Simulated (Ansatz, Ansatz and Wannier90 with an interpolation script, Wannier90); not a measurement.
# PbBrF (P4/nmm): what limits a Wannier interpolation of GW

How do the Wannier model and the GW settings move the interpolated bands of PbBrF (P4/nmm)?

Program: Wannier90 4.0.3. Level of theory: maximally localised Wannier functions from the overlaps of LDA states (plane waves, PAW). Results are calculated unless marked as measured.

The database entry behind the starting cell is an old determination (1932), so it need not match the best structure at ambient conditions.

## 1. Set-up

Symmetry: P4/nmm, No. 129, tetragonal system. The conventional cell has a = 4.180 Å, b = 4.180 Å, c = 7.590 Å, α = 90.00°, β = 90.00°, γ = 90.00°. Pb has 4 F at 2.56 Å and 5 Br at 3.18 to 3.45 Å nearest. Nearest to Br lie 5 Pb at 3.18 to 3.45 Å. Nearest to F lie 4 Pb at 2.56 Å. Farther neighbours and most contacts between anions are not listed.

The cell and positions come from the Crystallography Open Database and are kept as given unless a step says otherwise. Spin-orbit coupling is left out unless a step names it.

## 2. Wannier model on 8×8×4, by Wannier90

Localised functions give a small Hamiltonian that interpolates between mesh points at no cost.

w.win

```
num_iter = 1200
conv_tol = 1.0e-8
conv_window = 5
dis_num_iter = 4000
dis_conv_tol = 1.0e-8
dis_mix_ratio = 0.7
write_hr = true
use_ws_distance = false
num_print_cycles = 50
! ansatz wannier90 interface
! projections by site (counted from 0) and shell: 2 4P, 3 4P, 4 2P, 5 2P, 0 6P, 1 6P
! states of the run's bands (counted from 1): 1-35
num_bands = 35
num_wann  = 18
dis_win_min = 1.01
dis_win_max = 13.57
dis_froz_min = 1.01
dis_froz_max = 10.57
guiding_centres = true

begin unit_cell_cart
Ang
                     4.18                      0.0                      0.0
                      0.0                     4.18                      0.0
                      0.0                      0.0                     7.59
end unit_cell_cart

begin atoms_frac
Pb                       0.0                      0.5                    0.195
Pb                       0.5                      0.0                    0.805
Br                       0.0                      0.5                     0.65
Br                       0.5                      0.0                     0.35
F                        0.5                      0.5                      0.0
F                        0.0                      0.0                      0.0
end atoms_frac

mp_grid = 8 8 4

[... the mesh's points ...]
```

Launch:

```
> OMP_NUM_THREADS=1 mpirun -n 8 wannier90.x w > wannier90.x.log
```

Numbers of over 12 decimals in the logs are rounded to 6 here.

Output:

```text
TEM
                                    ------

                              Lattice Vectors (Ang)
                    a_1     4.180000   0.000000   0.000000
                    a_2     0.000000   4.180000   0.000000
                    a_3     0.000000   0.000000   7.590000

                   Unit Cell Volume:     132.61552  (Ang^3)

                        Reciprocal-Space Vectors (Ang^-1)
                    b_1     1.503154   0.000000   0.000000
                    b_2     0.000000   1.503154   0.000000
                    b_3     0.000000   0.000000   0.827824

 *----------------------------------------------------------------------------*
 |   Site       Fractional Coordinate          Cartesian Coordinate (Ang)     |
 +----------------------------------------------------------------------------+
 | pb   1   0.00000   0.50000   0.19500   |    0.00000   2.09000   1.48005    |
 | pb   2   0.50000   0.00000   0.80500   |    2.09000   0.00000   6.10995    |
 | br   1   0.00000   0.50000   0.65000   |    0.00000   2.09000   4.93350    |
 | br   2   0.50000   0.00000   0.35000   |    2.09000   0.00000   2.65650    |
 | f    1   0.50000   0.50000   0.00000   |    2.09000   2.09000   0.00000    |
 | f    2   0.00000   0.00000   0.00000   |    0.00000   0.00000   0.00000    |
 *----------------------------------------------------------------------------*
                                ------------
                                K-POINT GRID
                                ------------

             Grid size =  8 x  8 x  4      Total points =  256

 *---------------------------------- MAIN ------------------------------------*
 |  Number of Wannier Functions               :                18             |
 |  Number of Objective Wannier Functions     :                18             |
 |  Number of input Bloch states              :                35             |
 |  Output verbosity (1=low, 5=high)          :                 1             |
 |  Timing Level (1=low, 5=high)              :                 1             |
 |  Optimisation (0=memory, 3=speed)          :                 3             |
 |  Length Unit                               :               Ang             |
 |  Post-processing setup (write *.nnkp)      :                 F             |
 |  Using Gamma-only branch of algorithms     :                 F             |
 *----------------------------------------------------------------------------*
 *------------------------------- WANNIERISE ---------------------------------*
 |  Total number of iterations                :              1200             |
 |  Number of CG steps before reset           :                 5             |
 |  Trial step length for line search         :             2.000             |
 |  Convergence tolerence                     :         0.100E-07             |
[...]
Final Omega_I    34.96298056 (Ang^2)

 +----------------------------------------------------------------------------+

 Writing checkpoint file w.chk... done

 *------------------------------- WANNIERISE ---------------------------------*
 +--------------------------------------------------------------------+<-- CONV
 | Iter  Delta Spread     RMS Gradient      Spread (Ang^2)      Time  |<-- CONV
 +--------------------------------------------------------------------+<-- CONV

 ------------------------------------------------------------------------------
 Initial State
  WF centre and spread    1  (  0.000000,  2.090000,  4.951887 )     1.81999242
  WF centre and spread    2  ( -0.000000,  2.090000,  4.918535 )     1.81344834
  WF centre and spread    3  ( -0.000000,  2.090000,  4.918535 )     1.81344834
[...]
Sum of centres and spreads ( 18.810000, 18.810000, 45.540000 )    37.00968937

      0     0.370E+02     0.0000000000       37.0096893695       0.28  <-- CONV
        O_D=      0.0822468 O_OD=      1.9644620 O_TOT=     37.0096894 <-- SPRD
 ------------------------------------------------------------------------------
 Cycle:      1
[...]
Sum of centres and spreads ( 18.810000, 18.810000, 45.540000 )    36.76010991

      1    -0.250E+00     0.3894521699       36.7601099068       0.30  <-- CONV
        O_D=      0.0742917 O_OD=      1.7228377 O_TOT=     36.7601099 <-- SPRD
 Delta: O_D= -0.7955166E-02 O_OD= -0.2416243E+00 O_TOT= -0.2495795E+00 <-- DLTA
 ------------------------------------------------------------------------------

             <<<     Delta < 1.000E-08  over  5 iterations     >>>
             <<< Wannierisation convergence criteria satisfied >>>

 Final State
[...]
WF centre and spread   17  (  2.090000, -0.000000,  5.932632 )     3.22973622
  WF centre and spread   18  (  2.090000,  0.000000,  5.932632 )     3.22973622
  Sum of centres and spreads ( 18.810000, 18.810000, 45.540000 )    36.58398675

         Spreads (Ang^2)       Omega I      =    34.962980562
        ================       Omega D      =     0.068133449
                               Omega OD     =     1.552872740
    Final Spread (Ang^2)       Omega Total  =    36.583986751
 ------------------------------------------------------------------------------

 Writing checkpoint file w.chk... done

 *---------------------------------------------------------------------------*
 |                               PLOTTING                                    |
 *---------------------------------------------------------------------------*

 *===========================================================================*
 |                             TIMING INFORMATION                            |
 *===========================================================================*
 |    Tag                                                Ncalls      Time (s)|
 |---------------------------------------------------------------------------|
 |kmesh: get                                        :         1         0.132|
 |overlap: read                                     :         1         2.085|
 |dis: main                                         :         1         0.387|
 |wann: main                                        :         1         0.807|
 |plot: main                                        :         1         0.389|
 *---------------------------------------------------------------------------*
 All done: wannier90 exiting
```

It took 5.5 s on 8 MPI ranks of Arm Neoverse N1, shared host; 40 s of CPU time.

Numbers from this step:

* gauge-invariant spread: 34.96 Å²
* diagonal spread: 0.06813 Å²
* off-diagonal spread: 1.553 Å²
* total spread: 36.58 Å²
* disentanglement steps: 25
* r.m.s. interpolation error: 5.21e-4 eV
* r.m.s. error near the gap: 7.11e-4 eV

Near the gap the model misses directly solved bands by 0.7 meV r.m.s. and by 6 meV at most in the window tested. This tests the starting bands, not the corrections carried with them.

## 3. Wannier model on 8×8×4, by the program's own minimiser

This step: maximally localised Wannier functions, LDA, plane waves, PAW.

input.yaml

```yaml
crystal:
  lattice:
    - [4.18, 0.0, 0.0]
    - [0.0, 4.18, 0.0]
    - [0.0, 0.0, 7.59]
  atoms:
    - { symbol: Pb, position: [0.0, 0.5, 0.195] }
    - { symbol: Pb, position: [0.5, 0.0, 0.805] }
    - { symbol: Br, position: [0.0, 0.5, 0.65] }
    - { symbol: Br, position: [0.5, 0.0, 0.35] }
    - { symbol: F, position: [0.5, 0.5, 0.0] }
    - { symbol: F, position: [0.0, 0.0, 0.0] }
kpoints:
  mp_grid: { grid: [4, 4, 2] }
hamiltonian:
  xc: lda
scf:
  occupations: { method: fixed }
  n_extra_bands: 70
output:
  wannier:
    kmesh: [8, 8, 4]
    projections:
      - { species: Br, l: p, shell: 4 }
      - { species: F, l: p, shell: 2 }
      - { species: Pb, l: p, shell: 6 }
    minimise: true
    write_hr: true
    seedname: w
    conv_tol: 1.0e-06
    max_iter: 20000
    stability_check: false
    disentanglement:
      window: [1.01, 13.57]
      frozen_window: [1.01, 10.57]
      conv_tol: 1.0e-08
```

Launch:

```
> ansatz run input.yaml --threads 8 --pin off --max-ram 18432MiB --backend cpu --events-out ev --progress --plain --runs-dir out
```

Output:

```text
scf.n_extra_bands = 70 over 28 filled bands (N_el = 56.0): the run solves 98 bands
Engine: ansatz 0.2.0, aarch64-unknown-linux-gnu
Pseudopotentials: kind: paw
Pseudopotential: Pb, paw, valence charge 14, recommended cutoff 420 eV (normal), Pb.paw.azcp
Pseudopotential: Br, paw, valence charge 7, recommended cutoff 420 eV (normal), Br.paw.azcp
Pseudopotential: F, paw, valence charge 7, recommended cutoff 420 eV (normal), F.paw.azcp
Functional definition: SPW92
  exchange = slater_x
  correlation = pw_c
Crystal: 6 atoms, lattice volume = 132.616 Å³
Basis set: ecut = 420 eV, 2577 PW (Γ)
Bands: 98, of which v1, the nominal top of the filled ones, is band 28 counted from 1 (27 counted from 0)
Symmetry: 16 space group operations
Space group: P4/nmm (ITA 129), of the structure as read, at distance tolerance 5.1e-5 Å
k-points: 12 of 32
Non-local potential: Pb, projectors of the file, l = 0: 2, l = 1: 2, l = 2: 2, l = 3: 2
Non-local potential: Br, projectors of the file, l = 0: 2, l = 1: 2, l = 2: 2
Non-local potential: F, projectors of the file, l = 0: 2, l = 1: 2, l = 2: 1
PAW form: soft (Blöchl's): semilocal exchange-correlation on the pseudo side does not see the compensation charge
PAW frozen core: Pb, regenerated for the run's functional, and the local potential with it (the file was generated under x = pbe(κ = 0.804, μ = 0.219515), c = pbe(β = 0.066725))
PAW frozen core: Br, regenerated for the run's functional, and the local potential with it (the file was generated under x = pbe(κ = 0.804, μ = 0.219515), c = pbe(β = 0.066725))
[...]
SCF 1 converged in 7 iterations: F = -30184.148144 eV  dr2 = 8.62e-8
[...]
NSCF: frozen V_eff on 49 k-points
the Wannier pass solved 49 of the 256 points of its mesh, and has the states at the others by symmetry: states obtained by the crystal's operations at points that were solved too leave a residual of 5.66e-13 eV (read by the count's bands and the next), within 6.67e-6 eV
SCF converged after 7 iterations
Free energy (F): -30184.148144 eV
Harris-Foulkes:  -30184.148144 eV  (|F-HF|=6.21e-8)
Internal energy: -30184.148144 eV  (E = F + TS)
E sigma→0 (E₀):  -30184.148144 eV
Fermi energy:    5.695076 eV
--- Per-component energies (eV) ---
  E_band       = -213.565646
  E_kinetic    = 1248.103333
  E_local      = -4383.607292  (includes V_loc(G=0)·N_el)
  E_nonlocal   = 1003.296260
  E_hartree    = 1708.004747
  E_xc         = -1117.488738
  E_vxc        = -679.271019  (∫ρ·V_xc dr)
  E_paw        = -24893.662861  (= ΣΔE_a)
  E_vpaw       = -818.102500  (= ΣTr[D̂ρ^β])
  E_aug_tail   = 0.004088  (compensation charges beyond the density's cutoff)
  E_ewald      = -3749.281781
  E_core_change = 0.484099  (= ΣΔE_core)
  E_smearing   = -0.000000  (= −TS)
  E_closure    = 0.000000  (closes the sum)
  Σ components = -30184.148144   (vs F -30184.148144, Δ=0.00e0)
--- Band table (eV; the first three rows and the last of 12) ---
  k-point 0: bands = [... 24 lower, 4.1489, 4.7026, 4.7026, 5.3383, 9.1046, 10.0714, 11.4214, 11.4214, ... 66 higher]
  k-point 1: bands = [... 24 lower, 4.2458, 4.9160, 4.9160, 5.6951, 8.0683, 9.6804, 11.6205, 11.6205, ... 66 higher]
  k-point 2: bands = [... 24 lower, 4.5858, 4.8406, 5.1726, 5.4351, 9.5278, 10.2228, 10.3629, 10.6915, ... 66 higher]
  k-point 11: bands = [... 24 lower, 3.5641, 3.5641, 4.5646, 4.5646, 10.3023, 10.3023, 10.5214, 10.5214, ... 66 higher]
Wannier search: line search 1 of at most 20000: gauge-dependent spread (as the search counts it) 1.7971253 Å², largest recent change 2.5e-1 Å² against conv_tol 1.0e-6 Å², 0 stops escaped
```

Elapsed: 26 s, on 8 threads; peak memory 1.5 GiB; 3.1 min of CPU time.

This step gave:

* gauge-invariant spread: 34.96 Å²
* diagonal spread: 0.06814 Å²
* off-diagonal spread: 1.553 Å²
* total spread: 36.58 Å²
* least projectability: 0.4654
* localisation steps: 32
* disentanglement steps: 21
* r.m.s. interpolation error: 5.22e-4 eV
* r.m.s. error near the gap: 7.13e-4 eV

Near the gap the model misses directly solved bands by 0.7 meV r.m.s. and by 6 meV at most in the window tested. This tests the starting bands, not the corrections carried with them.

Frozen up to 4.87 eV; above it the model need not follow the bands. The electronic bands at the labelled points (eV, zero at the valence-band top; v1 is the highest filled band, c1 the lowest empty one):

```tsv
point	v4	v3	v2	v1	c1	c2	c3	c4
Γ	-1.55	-0.99	-0.99	-0.36	3.41	4.38	5.73	5.73
halfway	-1.11	-0.85	-0.52	-0.26	3.83	4.53	4.67	5.00
X	-0.89	-0.89	-0.36	-0.36	3.72	3.72	4.70	4.70
halfway	-1.03	-1.03	-0.90	-0.90	4.29	4.29	4.71	4.71
M	-1.34	-1.34	-0.75	-0.75	4.15	4.15	5.09	5.09
halfway	-1.19	-0.63	-0.59	-0.51	3.92	4.60	4.74	5.09
Γ	-1.55	-0.99	-0.99	-0.36	3.41	4.38	5.73	5.73
halfway	-1.67	-0.87	-0.87	-0.18	2.84	4.24	5.80	5.80
Z	-1.45	-0.78	-0.78	0.00	2.37	3.99	5.93	5.93
halfway	-1.36	-0.73	-0.45	-0.38	3.33	3.76	4.97	5.32
R	-0.90	-0.90	-0.38	-0.38	3.51	3.51	4.74	4.74
halfway	-1.26	-1.26	-0.76	-0.76	3.51	3.51	5.24	5.24
A	-2.13	-2.13	-1.13	-1.13	4.61	4.61	4.83	4.83
halfway	-1.36	-0.76	-0.64	-0.47	3.09	4.67	4.82	4.91
Z	-1.45	-0.78	-0.78	0.00	2.37	3.99	5.93	5.93
jump to X	-0.89	-0.89	-0.36	-0.36	3.72	3.72	4.70	4.70
halfway	-0.90	-0.90	-0.37	-0.37	3.62	3.62	4.72	4.72
R	-0.90	-0.90	-0.38	-0.38	3.51	3.51	4.74	4.74
jump to M	-1.34	-1.34	-0.75	-0.75	4.15	4.15	5.09	5.09
halfway	-1.61	-1.61	-0.93	-0.93	4.36	4.36	4.95	4.95
A	-2.13	-2.13	-1.13	-1.13	4.61	4.61	4.83	4.83
```

The same for Kohn-Sham, solved directly:

```tsv
point	v4	v3	v2	v1	c1	c2	c3	c4
Γ	-1.55	-0.99	-0.99	-0.36	3.41	4.38	5.73	5.73
X	-0.89	-0.89	-0.36	-0.36	3.72	3.72	4.70	4.70
M	-1.34	-1.34	-0.75	-0.75	4.15	4.15	5.09	5.09
Γ	-1.55	-0.99	-0.99	-0.36	3.41	4.38	5.73	5.73
Z	-1.45	-0.78	-0.78	0.00	2.37	3.99	5.93	5.93
R	-0.90	-0.90	-0.38	-0.38	3.51	3.51	4.74	4.74
A	-2.13	-2.13	-1.13	-1.13	4.61	4.61	4.83	4.83
Z	-1.45	-0.78	-0.78	0.00	2.37	3.99	5.93	5.93
X	-0.89	-0.89	-0.36	-0.36	3.72	3.72	4.70	4.70
R	-0.90	-0.90	-0.38	-0.38	3.51	3.51	4.74	4.74
M	-1.34	-1.34	-0.75	-0.75	4.15	4.15	5.09	5.09
A	-2.13	-2.13	-1.13	-1.13	4.61	4.61	4.83	4.83
```

[end of part 1 of 2]

[Paths, hosts, dates, memory and timing lines, banners, echoed tables and standing remarks are left out of the program output.]

[Logs are printed without paths, hosts, clocks, repeated set-up lines and the standing remarks that a program may print on its own settings, such as how far it seeks lower states.]

[Runs of the session that timed out or met a known fault of the program may be left out.]

[Hosts, paths, dates, database ids (printed as entryN), source tags and the programs' standing remarks are cut or masked in the printed files.]
